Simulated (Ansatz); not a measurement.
# Si on Al(100): change of the work function, part 2 of 6

Wanted: Δφ(θ) for Si/Al(100), starting from the hollow site.

Ansatz 0.2.0; plane-wave DFT, LDA, Ansatz PAW.

So far, work function, upper face (eV): step 2 (the clean slab) 4.49.

### 3. Adsorbate added, k-mesh 3×3×1, coverage 0.0625 ML

System of this step: Si/Al(100). The cell holds 65 atoms: 64 Al and 1 Si. Its edges and angles: a = 11.455 Å, b = 11.455 Å, c = 25.471 Å, α = 90.0°, β = 90.0°, γ = 90.0°. Vacuum lies along c.

The clean slab as it ended is repeated in the plane and the adsorbate is set on one face; the cell's size fixes the coverage, and the k-mesh shrinks with it to keep the sampling density about even. Adsorbate and upper layers relax, since the dipole depends on the height.

input.yaml reads:

```yaml
crystal:
  lattice:
    - [11.4551298552, 0.0, 0.0]
    - [0.0, 11.4551298552, 0.0]
    - [0.0, 0.0, 25.4709988244]
  atoms:
    - { symbol: Al, position: [0.125, 0.125, 0.3533430339] }
    - { symbol: Al, position: [0.0, 0.0, 0.4328452164] }
    - { symbol: Al, position: [0.125, 0.125, 0.5139455512] }
    - { symbol: Al, position: [0.0, 0.0, 0.5934962226] }
    - { symbol: Al, position: [0.125, 0.375, 0.3533430339] }
    - { symbol: Al, position: [0.0, 0.25, 0.4328452164] }
    - { symbol: Al, position: [0.125, 0.375, 0.5139455512] }
    - { symbol: Al, position: [0.0, 0.25, 0.5934962226] }
    - { symbol: Al, position: [0.125, 0.625, 0.3533430339] }
    - { symbol: Al, position: [0.0, 0.5, 0.4328452164] }
    - { symbol: Al, position: [0.125, 0.625, 0.5139455512] }
    - { symbol: Al, position: [0.0, 0.5, 0.5934962226] }
    - { symbol: Al, position: [0.125, 0.875, 0.3533430339] }
    - { symbol: Al, position: [0.0, 0.75, 0.4328452164] }
    - { symbol: Al, position: [0.125, 0.875, 0.5139455512] }
    - { symbol: Al, position: [0.0, 0.75, 0.5934962226] }
    - { symbol: Al, position: [0.375, 0.125, 0.3533430339] }
    - { symbol: Al, position: [0.25, 0.0, 0.4328452164] }
    - { symbol: Al, position: [0.375, 0.125, 0.5139455512] }
    - { symbol: Al, position: [0.25, 0.0, 0.5934962226] }
    - { symbol: Al, position: [0.375, 0.375, 0.3533430339] }
    - { symbol: Al, position: [0.25, 0.25, 0.4328452164] }
    - { symbol: Al, position: [0.375, 0.375, 0.5139455512] }
    - { symbol: Al, position: [0.25, 0.25, 0.5934962226] }
    - { symbol: Al, position: [0.375, 0.625, 0.3533430339] }
    - { symbol: Al, position: [0.25, 0.5, 0.4328452164] }
    - { symbol: Al, position: [0.375, 0.625, 0.5139455512] }
    - { symbol: Al, position: [0.25, 0.5, 0.5934962226] }
    - { symbol: Al, position: [0.375, 0.875, 0.3533430339] }
    - { symbol: Al, position: [0.25, 0.75, 0.4328452164] }
    - { symbol: Al, position: [0.375, 0.875, 0.5139455512] }
    - { symbol: Al, position: [0.25, 0.75, 0.5934962226] }
    - { symbol: Al, position: [0.625, 0.125, 0.3533430339] }
    - { symbol: Al, position: [0.5, 0.0, 0.4328452164] }
    - { symbol: Al, position: [0.625, 0.125, 0.5139455512] }
    - { symbol: Al, position: [0.5, 0.0, 0.5934962226] }
    - { symbol: Al, position: [0.625, 0.375, 0.3533430339] }
    - { symbol: Al, position: [0.5, 0.25, 0.4328452164] }
    - { symbol: Al, position: [0.625, 0.375, 0.5139455512] }
    - { symbol: Al, position: [0.5, 0.25, 0.5934962226] }
    - { symbol: Al, position: [0.625, 0.625, 0.3533430339] }
    - { symbol: Al, position: [0.5, 0.5, 0.4328452164] }
    - { symbol: Al, position: [0.625, 0.625, 0.5139455512] }
    - { symbol: Al, position: [0.5, 0.5, 0.5934962226] }
    - { symbol: Al, position: [0.625, 0.875, 0.3533430339] }
    - { symbol: Al, position: [0.5, 0.75, 0.4328452164] }
    - { symbol: Al, position: [0.625, 0.875, 0.5139455512] }
    - { symbol: Al, position: [0.5, 0.75, 0.5934962226] }
    - { symbol: Al, position: [0.875, 0.125, 0.3533430339] }
    - { symbol: Al, position: [0.75, 0.0, 0.4328452164] }
    - { symbol: Al, position: [0.875, 0.125, 0.5139455512] }
    - { symbol: Al, position: [0.75, 0.0, 0.5934962226] }
    - { symbol: Al, position: [0.875, 0.375, 0.3533430339] }
    - { symbol: Al, position: [0.75, 0.25, 0.4328452164] }
    - { symbol: Al, position: [0.875, 0.375, 0.5139455512] }
    - { symbol: Al, position: [0.75, 0.25, 0.5934962226] }
    - { symbol: Al, position: [0.875, 0.625, 0.3533430339] }
    - { symbol: Al, position: [0.75, 0.5, 0.4328452164] }
    - { symbol: Al, position: [0.875, 0.625, 0.5139455512] }
    - { symbol: Al, position: [0.75, 0.5, 0.5934962226] }
    - { symbol: Al, position: [0.875, 0.875, 0.3533430339] }
    - { symbol: Al, position: [0.75, 0.75, 0.4328452164] }
    - { symbol: Al, position: [0.875, 0.875, 0.5139455512] }
    - { symbol: Al, position: [0.75, 0.75, 0.5934962226] }
    - { symbol: Si, position: [0.125, 0.125, 0.6466569661] }
kpoints:
  mp_grid: { grid: [3, 3, 1] }
hamiltonian:
  xc: lda
scf:
  occupations: { method: fermi_dirac, width: 0.1 }
  convergence: { dr2_threshold: 1.0e-08 }
efield:
  axis: 3
  dipole_correction: true
  ramp_position: 0.97
  ramp_width: 0.06
relax:
  f_tol: 0.02
  max_steps: 60
  constraints:
    - { sites: [0, 1, 4, 5, 8, 9, 12, 13, 16, 17, 20, 21, 24, 25, 28, 29, 32, 33, 36, 37, 40, 41, 44, 45, 48, 49, 52, 53, 56, 57, 60, 61] }
output:
  bader: true
  write_potential: true
  write_density: true
  volumetric_format: npy
```

Started as:

```bash
$ ansatz run input.yaml --threads 4 --pin off --max-ram 6144MiB --backend cpu --events-out ev --progress --plain --runs-dir out
```

Numbers of over 12 decimals in the logs are rounded to 6 here.

Output:

```text
[...]
Crystal: 65 atoms, lattice volume = 3342.304 Å³
Basis set: ecut = 420 eV, 65357 PW (Γ)
Bands: 163, of which v1, the nominal top of the filled ones, is band 98 counted from 1 (97 counted from 0)
Symmetry: 8 space group operations
[...]
k-points: 3 of 9
[...]
SCF iter   1: F=—  HF=-33414.020957 eV  |F-HF|=—  |Δ(HF+E_count)|=         —  Δρ=2.40e-3  dr2=1.58e0  ethr=1.77e-3  p=-0.138 e·Å  D=-7.48e-3 V/Å  ΔV_dip=0.19 eV  dr2_dipole=1.25e-1  V_vac-E_F(+/−)=4.56/4.37 eV  ⟨swp⟩=7.7  Hψ=2830  notcnv=0  defer=4
[...]
SCF iter   8: F=-33413.872274 eV  HF=-33413.872274 eV  |F-HF|=4.90e-9  |Δ(HF+E_count)|=   8.47e-8  Δρ=2.59e-7  dr2=5.83e-9  ethr=5.10e-12  p=-0.075 e·Å  D=-4.04e-3 V/Å  ΔV_dip=0.10 eV  dr2_dipole=9.96e-10  V_vac-E_F(+/−)=4.58/4.47 eV  ⟨swp⟩=10.0  Hψ=3641  notcnv=0
SCF 1 converged in 8 iterations: F = -33413.872274 eV  dr2 = 5.83e-9
[...]
relax step   1: F+E_penalty+E_count = -33413.87227397 eV  Δ(F+E_penalty+E_count) = +0.000e0 eV  max|allowed force component| = 1.255e0 eV/Å  Δτ_max = 0.0000 Å  (8 SCF iters, accepted)
[...]
SCF iter   9: F=-33414.265225 eV  HF=-33414.265225 eV  |F-HF|=7.93e-10  |Δ(HF+E_count)|=   5.31e-8  Δρ=1.72e-7  dr2=3.43e-9  ethr=5.10e-12  p=-0.081 e·Å  D=-4.38e-3 V/Å  ΔV_dip=0.11 eV  dr2_dipole=3.44e-11  V_vac-E_F(+/−)=4.60/4.48 eV  ⟨swp⟩=10.7  Hψ=3171  notcnv=0
SCF 2 converged in 9 iterations: F = -33414.265225 eV  dr2 = 3.43e-9
[...]
relax step   2: F+E_penalty+E_count = -33414.26522537 eV  Δ(F+E_penalty+E_count) = -3.930e-1 eV  max|allowed force component| = 4.428e-1 eV/Å  Δτ_max = 0.1951 Å  (9 SCF iters, accepted)
SCF iter   1: F=—  HF=-33414.320061 eV  |F-HF|=—  |Δ(HF+E_count)|=         —  Δρ=6.47e-4  dr2=1.07e-1  ethr=7.07e-4  p=-0.081 e·Å  D=-4.38e-3 V/Å  ΔV_dip=0.11 eV  dr2_dipole=5.07e-3  V_vac-E_F(+/−)=4.59/4.48 eV  ⟨swp⟩=3.7  Hψ=1070  notcnv=0  defer=35
[...]
SCF iter   7: F=-33414.305361 eV  HF=-33414.305361 eV  |F-HF|=1.29e-8  |Δ(HF+E_count)|=   1.18e-7  Δρ=3.09e-7  dr2=8.13e-9  ethr=5.10e-12  p=-0.085 e·Å  D=-4.60e-3 V/Å  ΔV_dip=0.12 eV  dr2_dipole=1.09e-9  V_vac-E_F(+/−)=4.60/4.48 eV  ⟨swp⟩=10.3  Hψ=3666  notcnv=0
SCF 3 converged in 7 iterations: F = -33414.305361 eV  dr2 = 8.13e-9
[...]
relax step   3: F+E_penalty+E_count = -33414.30536143 eV  Δ(F+E_penalty+E_count) = -4.014e-2 eV  max|allowed force component| = 9.473e-2 eV/Å  Δτ_max = 0.0758 Å  (7 SCF iters, accepted)
[...]
relax step   4: F+E_penalty+E_count = -33414.30676200 eV  Δ(F+E_penalty+E_count) = -1.401e-3 eV  max|allowed force component| = 1.833e-2 eV/Å  Δτ_max = 0.0205 Å  (6 SCF iters, accepted)
SCF iter   1: F=—  HF=-33414.307487 eV  |F-HF|=—  |Δ(HF+E_count)|=         —  Δρ=9.57e-5  dr2=1.45e-3  ethr=3.30e-6  p=-0.088 e·Å  D=-4.75e-3 V/Å  ΔV_dip=0.12 eV  dr2_dipole=3.59e-5  V_vac-E_F(+/−)=4.60/4.48 eV  ⟨swp⟩=2.3  Hψ=961  notcnv=0  defer=35
[...]
SCF iter   6: F=-33414.307212 eV  HF=-33414.307212 eV  |F-HF|=5.81e-9  |Δ(HF+E_count)|=   3.90e-8  Δρ=1.88e-7  dr2=2.07e-9  ethr=5.10e-12  p=-0.090 e·Å  D=-4.89e-3 V/Å  ΔV_dip=0.12 eV  dr2_dipole=1.24e-10  V_vac-E_F(+/−)=4.61/4.48 eV  ⟨swp⟩=11.7  Hψ=3240  notcnv=0
SCF 5 converged in 6 iterations: F = -33414.307212 eV  dr2 = 2.07e-9
relax step   5: F+E_penalty+E_count = -33414.30721194 eV  Δ(F+E_penalty+E_count) = -4.499e-4 eV  max|allowed force component| = 1.385e-2 eV/Å  Δτ_max = 0.0153 Å  (6 SCF iters, accepted)
NSCF: frozen V_eff on 3 k-points
the band table was solved once a step of the walk had ended and its energy, with any forces and stress, was formed, with the checks that follow a solve (2907 applications of the Hamiltonian). They found nothing against the state; the energy, forces and stress were not computed again (output.eigenvalues in the input reference)
[...]
SCF converged after 6 iterations
Free energy (F): -33414.307212 eV
[...]
Internal energy: -33413.437247 eV  (E = F + TS)
E sigma→0 (E₀):  -33413.872230 eV
Entropy (-TS):   -0.869965 eV (-13.384 meV/atom)
Fermi energy:    -0.550402 eV
Dipole field:    D = -0.004895 V/Å  (p = -0.090414 e·Å, saw-weighted, corrected)
Work function:   Φ+ = 4.6079 eV   Φ− = 4.4832 eV
[...]
--- Forces (eV/Å), atoms counted from 1 ---
  atom   1  Al    -0.00000000     0.00000000     0.11116086
  atom   2  Al    -0.00779303    -0.00779303    -0.03830298
  atom   3  Al     0.00000000     0.00000000    -0.01385463
  atom   4  Al     0.00696829     0.00696829     0.00149846
  atom   5  Al     0.00000000     0.02659335     0.05376690
  atom   6  Al    -0.00779303     0.00779303    -0.03830298
  atom   7  Al     0.00000000    -0.00133931     0.00244117
  atom   8  Al     0.00696829    -0.00696829     0.00149846
  atom   9  Al     0.00000000     0.00000000     0.06085961
  atom  10  Al     0.03432623    -0.01675246    -0.05837914
  atom  11  Al    -0.00000000     0.00000000    -0.00134395
  atom  12  Al    -0.00025591    -0.00003929    -0.00051481
  atom  13  Al     0.00000000    -0.02659335     0.05376690
  atom  14  Al     0.03432623     0.01675246    -0.05837914
  atom  15  Al     0.00000000     0.00133931     0.00244117
  atom  16  Al    -0.00025591     0.00003929    -0.00051481
  atom  17  Al     0.02659335     0.00000000     0.05376690
  atom  18  Al     0.00779303    -0.00779303    -0.03830298
  atom  19  Al    -0.00133931     0.00000000     0.00244117
  atom  20  Al    -0.00696829     0.00696829     0.00149846
  atom  21  Al    -0.02408760    -0.02408760     0.07464954
  atom  22  Al     0.00779303     0.00779303    -0.03830298
  atom  23  Al     0.00006258     0.00006258     0.00142202
  atom  24  Al    -0.00696829    -0.00696829     0.00149846
  atom  25  Al     0.00641175     0.00000000     0.05592617
  atom  26  Al    -0.03432623    -0.01675246    -0.05837914
  atom  27  Al    -0.00026067     0.00000000    -0.00191104
  atom  28  Al     0.00025591    -0.00003929    -0.00051481
  atom  29  Al    -0.02408760     0.02408760     0.07464954
  atom  30  Al    -0.03432623     0.01675246    -0.05837914
  atom  31  Al     0.00006258    -0.00006258     0.00142202
  atom  32  Al     0.00025591     0.00003929    -0.00051481
  atom  33  Al    -0.00000000     0.00000000     0.06085961
  atom  34  Al    -0.01675246     0.03432623    -0.05837914
  atom  35  Al    -0.00000000     0.00000000    -0.00134395
  atom  36  Al    -0.00003929    -0.00025591    -0.00051481
  atom  37  Al     0.00000000     0.00641175     0.05592617
  atom  38  Al    -0.01675246    -0.03432623    -0.05837914
  atom  39  Al     0.00000000    -0.00026067    -0.00191104
  atom  40  Al    -0.00003929     0.00025591    -0.00051481
[...]
atom  54  Al     0.01675246    -0.03432623    -0.05837914
  atom  55  Al    -0.00006258     0.00006258     0.00142202
  atom  56  Al     0.00003929     0.00025591    -0.00051481
  atom  57  Al    -0.00641175     0.00000000     0.05592617
  atom  58  Al     0.01375336    -0.01375336    -0.08519195
  atom  59  Al     0.00026067     0.00000000    -0.00191104
  atom  60  Al     0.00045455    -0.00045455     0.00000372
  atom  61  Al     0.02408760     0.02408760     0.07464954
  atom  62  Al     0.01375336     0.01375336    -0.08519195
  atom  63  Al    -0.00006258    -0.00006258     0.00142202
  atom  64  Al     0.00045455     0.00045455     0.00000372
  atom  65  Si     0.00000000     0.00000000     0.00105949
  max |Σ_I F_I| component: 2.40e-3 eV/Å
--- Band table (eV) ---
  k-point 0: bands = [... 94 lower, -0.6399, -0.4594, -0.4015, -0.3812, -0.3812, -0.3802, -0.3183, -0.2118, ... 61 higher]
  k-point 1: bands = [... 94 lower, -0.7968, -0.7752, -0.7150, -0.6473, -0.5313, -0.4921, -0.4687, -0.4444, ... 61 higher]
  k-point 2: bands = [... 94 lower, -0.9194, -0.7919, -0.6783, -0.5689, -0.3850, -0.3762, -0.3113, -0.2205, ... 61 higher]
--- Relaxed structure (5 steps of the walk, 5 accepted, 0 SCFs on fresh bases) ---
  F+E_penalty+E_count = -33414.30721194 eV   max|allowed force component| = 1.385e-2 eV/Å
  atoms:
    - { symbol: Al, position: [0.125, 0.125, 0.353343] }
    - { symbol: Al, position: [0.0, 0.0, 0.432845] }
    - { symbol: Al, position: [0.125, 0.125, 0.512619] }
    - { symbol: Al, position: [-0.00335719, -0.00335719, 0.589734] }
    - { symbol: Al, position: [0.125, 0.375, 0.353343] }
    - { symbol: Al, position: [0.0, 0.25, 0.432845] }
    - { symbol: Al, position: [0.125, 0.371600, 0.510575] }
    - { symbol: Al, position: [-0.00335719, 0.253357, 0.589734] }
    - { symbol: Al, position: [0.125, 0.625, 0.353343] }
    - { symbol: Al, position: [0.0, 0.5, 0.432845] }
    - { symbol: Al, position: [0.125, 0.625, 0.509834] }
    - { symbol: Al, position: [-0.00033884, 0.500355, 0.587476] }
    - { symbol: Al, position: [0.125, 0.875, 0.353343] }
    - { symbol: Al, position: [0.0, 0.75, 0.432845] }
    - { symbol: Al, position: [0.125, 0.878400, 0.510575] }
    - { symbol: Al, position: [-0.00033884, 0.749645, 0.587476] }
    - { symbol: Al, position: [0.375, 0.125, 0.353343] }
    - { symbol: Al, position: [0.25, 0.0, 0.432845] }
    - { symbol: Al, position: [0.371600, 0.125, 0.510575] }
    - { symbol: Al, position: [0.253357, -0.00335719, 0.589734] }
    - { symbol: Al, position: [0.375, 0.375, 0.353343] }
    - { symbol: Al, position: [0.25, 0.25, 0.432845] }
    - { symbol: Al, position: [0.375483, 0.375483, 0.508880] }
    - { symbol: Al, position: [0.253357, 0.253357, 0.589734] }
    - { symbol: Al, position: [0.375, 0.625, 0.353343] }
    - { symbol: Al, position: [0.25, 0.5, 0.432845] }
    - { symbol: Al, position: [0.374727, 0.625, 0.509223] }
    - { symbol: Al, position: [0.250339, 0.500355, 0.587476] }
    - { symbol: Al, position: [0.375, 0.875, 0.353343] }
    - { symbol: Al, position: [0.25, 0.75, 0.432845] }
    - { symbol: Al, position: [0.375483, 0.874517, 0.508880] }
    - { symbol: Al, position: [0.250339, 0.749645, 0.587476] }
    - { symbol: Al, position: [0.625, 0.125, 0.353343] }
    - { symbol: Al, position: [0.5, 0.0, 0.432845] }
    - { symbol: Al, position: [0.625, 0.125, 0.509834] }
    - { symbol: Al, position: [0.500355, -0.00033884, 0.587476] }
    - { symbol: Al, position: [0.625, 0.375, 0.353343] }
    - { symbol: Al, position: [0.5, 0.25, 0.432845] }
    - { symbol: Al, position: [0.625, 0.374727, 0.509223] }
    - { symbol: Al, position: [0.500355, 0.250339, 0.587476] }
[...]
- { symbol: Al, position: [0.875, 0.375, 0.353343] }
    - { symbol: Al, position: [0.75, 0.25, 0.432845] }
    - { symbol: Al, position: [0.874517, 0.375483, 0.508880] }
    - { symbol: Al, position: [0.749645, 0.250339, 0.587476] }
    - { symbol: Al, position: [0.875, 0.625, 0.353343] }
    - { symbol: Al, position: [0.75, 0.5, 0.432845] }
    - { symbol: Al, position: [0.875273, 0.625, 0.509223] }
    - { symbol: Al, position: [0.750153, 0.499847, 0.587315] }
    - { symbol: Al, position: [0.875, 0.875, 0.353343] }
    - { symbol: Al, position: [0.75, 0.75, 0.432845] }
    - { symbol: Al, position: [0.874517, 0.874517, 0.508880] }
    - { symbol: Al, position: [0.750153, 0.750153, 0.587315] }
    - { symbol: Si, position: [0.125, 0.125, 0.648139] }
--- Bader charges: 65 sites ---
  site symbol  charge [e]  shift [e]
     0     Al      0.0237     0.0000
     1     Al     -0.0208     0.0000
     2     Al     -0.0062     0.0000
     3     Al      0.3628     0.0018
     4     Al      0.0165     0.0000
     5     Al     -0.0208     0.0000
     6     Al     -0.0364     0.0000
     7     Al      0.3628     0.0018
     8     Al      0.0186     0.0000
     9     Al     -0.0024     0.0000
    10     Al     -0.0143     0.0000
    11     Al      0.0053     0.0000
    12     Al      0.0165     0.0000
    13     Al     -0.0025     0.0000
    14     Al     -0.0364     0.0000
    15     Al      0.0052     0.0000
    16     Al      0.0165     0.0000
    17     Al     -0.0208     0.0000
    18     Al     -0.0364     0.0000
    19     Al      0.3628     0.0018
    20     Al      0.0128     0.0000
    21     Al     -0.0208     0.0000
    22     Al     -0.0049     0.0000
    23     Al      0.3628     0.0018
    24     Al      0.0025     0.0000
    25     Al     -0.0025     0.0000
    26     Al     -0.0008     0.0000
    27     Al      0.0052     0.0000
    28     Al      0.0128     0.0000
    29     Al     -0.0024     0.0000
    30     Al     -0.0049     0.0000
    31     Al      0.0052     0.0000
    32     Al      0.0186     0.0000
    33     Al     -0.0025     0.0000
    34     Al     -0.0143     0.0000
    35     Al      0.0052     0.0000
    36     Al      0.0025     0.0000
    37     Al     -0.0024     0.0000
    38     Al     -0.0008     0.0000
    39     Al      0.0052     0.0000
[...]
53     Al     -0.0025     0.0000
    54     Al     -0.0049     0.0000
    55     Al      0.0052     0.0000
    56     Al      0.0025     0.0000
    57     Al     -0.0268     0.0000
    58     Al     -0.0008     0.0000
    59     Al      0.0184     0.0000
    60     Al      0.0128     0.0000
    61     Al     -0.0268     0.0000
    62     Al     -0.0049     0.0000
    63     Al      0.0184     0.0000
    64     Si     -1.3623     0.0072
  estimated error of the sums over rays = 4.6e-4 e
```

The job ended after 5.5 min (4 threads of Arm Neoverse V2, shared host; peak memory 5 GiB).

Relaxation path:

| step | energy less that of the first step (eV) | largest force component (eV/Å) |
| --- | --- | --- |
| 1 | 0.0000 | 1.2551 |
| 2 | -0.3930 | 0.4428 |
| 3 | -0.4331 | 0.0947 |
| 4 | -0.4345 | 0.0183 |
| 5 | -0.4349 | 0.0139 |

The run keeps the 8 symmetry operations that it works with, so distortions that break them were not tested.

The atoms that moved most (Å):

| atom | dx | dy | dz | length |
| --- | --- | --- | --- | --- |
| Al64 | 0.002 | 0.002 | -0.157 | 0.157 |
| Al48 | -0.002 | 0.002 | -0.157 | 0.157 |
| Al60 | 0.002 | -0.002 | -0.157 | 0.157 |
| Al44 | -0.002 | -0.002 | -0.157 | 0.157 |
| Al12 | -0.004 | 0.004 | -0.153 | 0.153 |
| Al28 | 0.004 | 0.004 | -0.153 | 0.153 |
| Al40 | 0.004 | 0.004 | -0.153 | 0.153 |
| Al36 | 0.004 | -0.004 | -0.153 | 0.153 |

This step gave:

| Item | Value |
| --- | --- |
| energy at zero smearing | -33413.8722 eV |
| work function, upper face | 4.608 eV |
| work function, lower face | 4.483 eV |
| dipole along the normal | -0.09041 e·Å |
| step between the vacuum levels | 0.1247 eV |

Running mean over 2.025 Å of the planar mean; the ramp of the sawtooth is left out. The electron's electrostatic potential energy less the Fermi level by z:

| z (Å) | electron's electrostatic potential energy less the Fermi level (eV) |
| --- | --- |
| 3.0 | 4.48 |
| 3.5 | 4.48 |
| 4.0 | 4.48 |
| 4.5 | 4.48 |
| 5.0 | 4.48 |
| 5.5 | 4.46 |
| 6.0 | 4.41 |
| 6.5 | 4.24 |
| 7.0 | 3.66 |
| 7.5 | 2.03 |
| 8.0 | -0.425 |
| 8.5 | -2.78 |
| 9.0 | -4.13 |
| 9.5 | -4.45 |
| 10.0 | -4.50 |
| 10.5 | -4.53 |
| 11.0 | -4.58 |
| 11.5 | -4.72 |
| 12.0 | -4.76 |
| 12.5 | -4.73 |
| 13.0 | -4.61 |
| 13.5 | -4.64 |
| 14.0 | -4.64 |
| 14.5 | -4.58 |
| 15.0 | -4.25 |
| 15.5 | -2.99 |
| 16.0 | -0.834 |
| 16.5 | 1.54 |
| 17.0 | 3.20 |
| 17.5 | 3.97 |
| 18.0 | 4.38 |
| 18.5 | 4.54 |
| 19.0 | 4.59 |
| 19.5 | 4.60 |
| 20.0 | 4.61 |
| 20.5 | 4.61 |
| 21.0 | 4.61 |
| 21.5 | 4.61 |
| 22.0 | 4.61 |

The relaxation took 5 steps and lowered the energy by 0.43 eV; the largest force on the free atoms ends at 0.014 eV/Å.

The covered face has 4.61 eV, +0.12 eV against the clean one; the bare back face has moved by -0.01 eV, a measure of how thin the slab is.

(Continued in part 3 of 6.)

[Logs are printed without paths, hosts, clocks, repeated set-up lines and the standing remarks that a program may print on its own settings, such as how far it seeks lower states.]

[Hosts, paths, dates, database ids (printed as entryN), source tags and the programs' standing remarks are cut or masked in the printed files.]

[Maps of the electrostatic potential energy from Ansatz leave out the sawtooth potential of an applied field or a dipole correction, so their vacuum need not be flat; planar profiles and work functions include it.]
